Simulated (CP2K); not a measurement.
Two runs for the O K edge of dihydrogen phosphate. Run A: CP2K XAS_TDP, all-electron GAPW, PBEh(45%), aug-cc-pVDZ, TDA, no relativity. Run B differs in one setting.

First lines with a strength over 0.0015. A:

```
                           atom  energy (eV)  states  strength, one atom
O1 (bonded to P and H), 2 alike       529.53       1              0.0109
                                      530.83       1              0.0034
                                      531.75       1              0.0104
                                      531.91       1              0.0072
                                      532.13       1              0.0026
               O4 (bonded to P)       528.80       1              0.0026
                                      529.44       1              0.0020
                                      529.67       1              0.0053
                                      530.27       1              0.0039
                                      530.31       1              0.0088
               O5 (bonded to P)       528.80       1              0.0025
                                      529.44       1              0.0020
                                      529.67       1              0.0054
                                      530.27       1              0.0041
                                      530.32       1              0.0085
```

B:

```
                           atom  energy (eV)  states  strength, one atom
O1 (bonded to P and H), 2 alike       532.08       1              0.0141
                                      533.62       1              0.0043
                                      534.41       1              0.0128
                                      534.63       1              0.0092
                                      534.89       1              0.0017
               O4 (bonded to P)       531.57       1              0.0035
                                      532.13       1              0.0028
                                      532.38       1              0.0069
                                      533.00       1              0.0051
                                      533.03       1              0.0102
               O5 (bonded to P)       531.57       1              0.0035
                                      532.13       1              0.0028
                                      532.39       1              0.0071
                                      533.00       1              0.0050
                                      533.04       1              0.0102
```

Q: Which was it: the basis, scalar relativity switched on, GW2X switched on, the functional?

The functional (functional from PBEh(45%) to BHandHLYP; the lines alone don't name the new value). A functional moves all lines by electronvolts and changes their spacings and strengths. Against PBEh(45%) in aug-cc-pVDZ, the leading lines move by +2.55 eV (O1, to 532.08), +2.71 eV (O4, to 532.38) and +2.72 eV (O5, to 532.39); the strength of O1's goes from 0.0109 to 0.0141. The next line of O1 over the strength cut lies 1.54 eV higher, against 1.30.

[Banner, clock and machine lines of the logs are left out without a mark of their own.]

[Logs are printed without paths, hosts, clocks, repeated set-up lines and the standing remarks that a program may print on its own settings, such as how far it seeks lower states.]

[Hosts, paths, dates, database ids (printed as entryN), source tags and the programs' standing remarks are cut or masked in the printed files.]
